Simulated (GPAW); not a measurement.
# Si/V(100): converging a work function, part 2 of 2

Aim: the settings at which the work function of Si/V(100) stops moving.

GPAW 26.7.0; GPAW, PAW setups; slab in vacuum.

So far, upper work function (eV): 5.02 in steps 2, 3 and 6.

## Step 9: K mesh 15×15: kpts = [15, 15]

The mesh in the plane samples the bands: a metal's Fermi level needs it dense, and band edges must lie on it.

run.py

```python
import json
import numpy as np
from ase import Atoms
from gpaw import GPAW, PW

slab = Atoms(
    ['V', 'V', 'V', 'V', 'V', 'Si'],
    positions=[
        [0.00000, 0.00000, 8.00000],
        [1.51000, 1.51000, 9.51000],
        [0.00000, 0.00000, 11.02000],
        [1.51000, 1.51000, 12.50945],
        [-0.00000, 0.00000, 13.88926],
        [0.00000, -0.00000, 16.38484]],
    cell=[[3.02, 0.0, 0.0], [0.0, 3.02, 0.0], [0.0, 0.0, 24.812]],
    pbc=[True, True, False])

slab.calc = GPAW(mode=PW(400), xc='PBE', kpts={'size': (15, 15, 1), 'gamma': True},
                 occupations={'name': 'fermi-dirac', 'width': 0.1}, nbands='140%',
                 convergence={'density': 1e-05}, maxiter=200,
                 poissonsolver={'dipolelayer': 'xy'},
                 symmetry={'tolerance': 1e-3}, txt='slab.txt')
result = {}
energy = slab.get_potential_energy()
fermi = slab.calc.get_fermi_level()
v = slab.calc.get_electrostatic_potential().mean((0, 1)) - fermi
n = slab.calc.get_pseudo_density().mean((0, 1))
L = slab.cell[2, 2]
z = np.arange(len(v)) * L / len(v)
low, high = slab.positions[:, 2].min(), slab.positions[:, 2].max()
below, above = np.interp([low - 5.8, high + 5.8], z, v)
slopes = [np.interp(x, z, np.gradient(v, z)) for x in (low - 5.8, high + 5.8)]
eps = np.array([[slab.calc.get_eigenvalues(k, s) for k in range(len(slab.calc.get_ibz_k_points()))]
                for s in range(slab.calc.get_number_of_spins())]) - fermi
top, bottom = eps[eps < 0].max(), eps[eps > 0].min()
dipole = slab.get_dipole_moment()[2]
print(f'energy {energy:.4f} eV, Fermi level {fermi:.4f} eV, dipole {dipole:.5f} e A')
print(f'potential 5.8 A off the faces, from the Fermi level: lower {below:.4f} eV, upper {above:.4f} eV')
print(f'slope of the potential there: lower {slopes[0]:.5f}, upper {slopes[1]:.5f} eV/A')
print(f'nearest levels on the mesh: {top:.4f} and {bottom:.4f} eV')
print('magnetic moment', round(slab.get_magnetic_moment(), 3))
result.update(energy=energy, fermi=fermi, dipole=dipole, below=below, above=above, slopes=slopes, edges=[top, bottom],
              z=z.tolist(), v=v.tolist(), n=n.tolist(), positions=slab.positions.tolist(),
              forces=slab.get_forces(apply_constraint=False).tolist(), moments=slab.get_magnetic_moments().tolist())
json.dump(result, open('result.json', 'w'))
```

Command:

```sh
> OMP_NUM_THREADS=1 OPENBLAS_NUM_THREADS=1 python run.py
```

The program printed:

```text
energy -44.1705 eV, Fermi level 0.7512 eV, dipole -0.05930 e A
potential 5.8 A off the faces, from the Fermi level: lower 3.8441 eV, upper 5.0196 eV
slope of the potential there: lower -0.00047, upper -0.00007 eV/A
nearest levels on the mesh: -0.0027 and 0.0071 eV
magnetic moment 0.0
```

Elapsed: 4.9 min, on 1 thread of Arm Neoverse V1, shared host; peak memory 0.32 GiB.

Numbers from this step:

| Item | Value |
| --- | --- |
| dipole along the normal | -0.05930 e·Å |
| levels nearest the Fermi level on the mesh | -0.002675, 0.007058 eV from the Fermi level |
| upper work function | 5.020 eV |
| lower work function | 3.844 eV |

The electrostatic potential energy of an electron (without an applied field's), less the Fermi level, planar mean oscillates, so the rows of the table below give means over windows of 1.5 Å about each position, cut where the curve ends. Its maxima inside the range that stand out by 2 % of the span (Å: eV): 8.8: -5.53, 10.2: -5.60, 11.8: -5.84, 13.2: -7.36, 15.2: 2.17, 23.3: 5.02. Its minima: 8.0: -13.5, 9.5: -13.4, 11.1: -13.4, 12.5: -13.6, 13.9: -13.8, 16.4: -13.2.

Table of electrostatic potential energy of an electron (without an applied field's), less the Fermi level, planar mean by z; means over each step:

```tsv
z (Å)	electrostatic potential energy of an electron (without an applied field's), less the Fermi level, planar mean (eV)
0.75	3.92
2.25	3.84
3.75	3.84
5.25	3.70
6.75	0.647
8.25	-9.30
9.75	-9.34
11.25	-9.46
12.75	-10.2
14.25	-7.17
15.75	-4.14
17.25	-1.36
18.75	4.86
20.25	5.02
21.75	5.02
23.25	5.02
```

The upper face's work function is 5.020 eV, against 5.017 eV in the first plane-wave PBE run at this geometry.

## Step 10: Scheme Marzari-Vanderbilt, smearing 0.2

Smearing changes the occupations near the Fermi level, and with them the level itself. Smearing helps the SCF of a metal converge, but it blurs occupations at band edges near the Fermi level.

Edit run.py of step 9 so:

```diff
@@ -17,4 +17,4 @@
 
-slab.calc = GPAW(mode=PW(400), xc='PBE', kpts={'size': (15, 15, 1), 'gamma': True},
-                 occupations={'name': 'fermi-dirac', 'width': 0.1}, nbands='140%',
+slab.calc = GPAW(mode=PW(400), xc='PBE', kpts={'size': (10, 10, 1), 'gamma': True},
+                 occupations={'name': 'marzari-vanderbilt', 'width': 0.2}, nbands='140%',
                  convergence={'density': 1e-05}, maxiter=200,
```

The program printed:

```text
energy -44.1782 eV, Fermi level 0.7449 eV, dipole -0.05857 e A
potential 5.8 A off the faces, from the Fermi level: lower 3.8572 eV, upper 5.0182 eV
slope of the potential there: lower -0.00046, upper -0.00007 eV/A
nearest levels on the mesh: -0.0058 and 0.0021 eV
magnetic moment 0.0
```

Run time: 3 min. Hardware: 1 thread; peak memory 0.26 GiB.

Numbers from this step:

* dipole along the normal: -0.05857 e·Å
* levels nearest the Fermi level on the mesh: -0.005779, 0.002142 eV from the Fermi level
* upper work function: 5.018 eV
* lower work function: 3.857 eV

The upper face's work function is 5.018 eV, against 5.017 eV in the first plane-wave PBE run at this geometry.

## Step 11: The ladder

Times are for 1 thread of Arm Neoverse V1, shared host. The runs compared:

```tsv
no.	run	upper work function (eV)	lower work function (eV)	time	memory (GiB)
1	pw	5.017	3.841	2.9 min	0.26
2	cutoff 700	5.018	3.840	6.8 min	0.46
3	k mesh 15×15	5.020	3.844	4.9 min	0.32
4	scheme Marzari-Vanderbilt, smearing 0.2	5.018	3.857	3 min	0.26
```

## Step 12: Without the dipole layer

The dipole layer is taken out and the cell repeats along the normal.

Edit run.py of step 10 so:

```diff
@@ -15,8 +15,7 @@
     cell=[[3.02, 0.0, 0.0], [0.0, 3.02, 0.0], [0.0, 0.0, 24.812]],
-    pbc=[True, True, False])
+    pbc=[True, True, True])
 
 slab.calc = GPAW(mode=PW(400), xc='PBE', kpts={'size': (10, 10, 1), 'gamma': True},
-                 occupations={'name': 'marzari-vanderbilt', 'width': 0.2}, nbands='140%',
+                 occupations={'name': 'fermi-dirac', 'width': 0.1}, nbands='140%',
                  convergence={'density': 1e-05}, maxiter=200,
-                 poissonsolver={'dipolelayer': 'xy'},
                  symmetry={'tolerance': 1e-3}, txt='slab.txt')
```

The program printed:

```text
energy -44.1797 eV, Fermi level 0.7796 eV, dipole -0.11577 e A
potential 5.8 A off the faces, from the Fermi level: lower 4.1711 eV, upper 4.6178 eV
slope of the potential there: lower -0.09276, upper -0.09250 eV/A
nearest levels on the mesh: -0.0099 and 0.0011 eV
magnetic moment 0.0
```

Elapsed: 2.6 min, on 1 thread; peak memory 0.26 GiB.

The run finished. A setting was moved off its sound value on purpose, so it serves as a test and not as the result.

The fault put into the input: no dipole layer on a slab with a dipole, so the vacuum potential tilts and no work function is defined (dipole = false and pbc_z = true).

Side by side:

```tsv
quantity	this run	sound run	difference
dipole along the normal (e·Å)	-0.11577	-0.059358	-0.0564
```

One result that differs is the dipole along the normal, -0.116 e·Å against -0.0594 e·Å.

## Step 13: Side by side

Results and costs are gathered.

This step: comparison of work functions, dipole and cost (GPAW 26.7.0).

Ladder, by row:

```tsv
step	code	work function, upper (eV)	work function, lower (eV)	dipole (e Å)	wall time (s)	peak memory (GiB)	threads
pw	GPAW	5.017	3.841	-0.05936	173.3	0.26	1
ecut200	GPAW	5.025	3.866	-0.05846	67.31	0.17	1
ecut300	GPAW	5.019	3.847	-0.05901	132.6	0.21	1
ecut700	GPAW	5.018	3.84	-0.05942	405.9	0.46	1
k3	GPAW	4.876	3.955	-0.04649	32	0.19	1
k6	GPAW	5.057	3.858	-0.06048	86.73	0.21	1
k15	GPAW	5.02	3.844	-0.0593	292.9	0.32	1
smear	GPAW	5.018	3.857	-0.05857	177.8	0.26	1
nodip	GPAW	-	-	-0.1158	153.3	0.26	1
```

## Step 14: What came out

| Quantity | Value |
| --- | --- |
| work function, upper and lower face | 5.017 and 3.841 eV |
| dipole along the normal | -0.0594 e Å |

In words: With plane waves and PBE the work function is 5.02 eV on the upper face and 3.84 eV on the lower. The two faces differ by 1.2 eV, the step that the slab's dipole makes (e p/(ε0 A) gives 1.2 eV), so the dipole layer is needed. The other smearing (Marzari-Vanderbilt of 0.2 eV in place of Fermi-Dirac of 0.1) moves the two faces by 7.2e-4 and 0.016 eV on the same mesh; a mesh is converged only for its smearing. Over the sound runs of the table the upper face's work function spans 5.017 (pw) to 5.020 eV (k15). The cell of 9.12 Å² holds one Si, started on one chosen site; other sites and coverages weren't tried. The runs had no spin polarisation, so a magnetic state, which thin layers of d-metal atoms can have, wasn't tested. The in-plane lattice was kept as typed, which isn't the functional's own and leaves some strain; spin-orbit coupling and temperature are left out.

[Logs are printed without paths, hosts, clocks, repeated set-up lines and the standing remarks that a program may print on its own settings, such as how far it seeks lower states.]

[Hosts, paths, dates, database ids (printed as entryN), source tags and the programs' standing remarks are cut or masked in the printed files.]
